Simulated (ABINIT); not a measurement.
Records of electronic-structure calculations.

```
! title: Quasiparticle gap of TlAsF6 (R-3) in ABINIT
! method: RPA screening on PBEsol, plane waves, norm-conserving pseudopotentials (and 2 further levels or steps)
! program: ABINIT 10.8.3
! settings: cutoff 44 Ha, PseudoDojo scalar-relativistic 0.4 stringent, norm-conserving, ngkpt (2, 2, 2), nband 153, ecuteps 4.8 Ha, inclvkb 2, shiftk (0, 0, 0), symchi 1, awtr 1, frequency ppm, 2×2×2 k-mesh
! notes: The program’s warnings: nproc spkpt=  >= nkpt= * nsppol=. The cell and positions are those that the Materials Project relaxed with its own functionals (PBE, PBE+U or r2SCAN), kept fixed. Limits: no spin-orbit coupling. Local fields lower the RPA ε∞ on this mesh from 2.87 to 2.46; a Γ-centred mesh this coarse tends to raise both, most where the direct gap is narrow, while a short band sum lowers them. The 2×2×2 mesh is coarse for this cell, which bears on the long-range parts of exchange and screening.
! PBEsol gap: 4.67 eV, indirect
! G0W0 gap on the mesh: 8.58 eV
! G0W0 gap over the zone (rigid shift): 8.50 eV
! GW settings: 2×2×2 mesh, 153 bands, screening to 130.6 eV, Godby-Needs plasmon pole
! known limits: short of the basis limit; no spin-orbit coupling; coarse k mesh
CELL_PARAMETERS angstrom
3.72072 2.14816 2.48272
-3.72072 2.14816 2.48272
0.00000 -4.29632 2.48272
ATOMIC_POSITIONS crystal
Tl 0.00000 0.00000 0.00000
As 0.50000 0.50000 0.50000
F 0.69805 0.78950 0.42304
F 0.78950 0.42304 0.69805
F 0.21050 0.57696 0.30195
F 0.42304 0.69805 0.78950
F 0.57696 0.30195 0.21050
F 0.30195 0.21050 0.57696
```

[Long decimals in the printed logs are rounded to 6 places.]

[Logs are printed without paths, hosts, clocks, repeated set-up lines and the standing remarks that a program may print on its own settings, such as how far it seeks lower states.]

[Paths, hosts, dates, memory and timing lines, banners, echoed tables and standing remarks are left out of the program output; an Ansatz launch command may be rebuilt from the run's recorded settings. Measured values are a selection of at most five: reports struck by readers or far from the other reports are left out. None is set beside runs whose start may be inverted or whose files or cutoffs have a known fault.]

[Runs of the session that timed out or met a known fault of the program may be left out.]

[Hosts, paths, dates, database ids (printed as entryN), source tags and the programs' standing remarks are cut or masked in the printed files.]

[G0W0 gaps are taken among the corrected bands and points alone; a level outside them can change the order at an edge.]

[Where Ansatz stands beside ABINIT at settings called matched, ABINIT's density can come from a denser mesh and the files from another edition; pairs whose starting gaps differed by over 0.03 eV were left out, so agreement reads better than it is.]
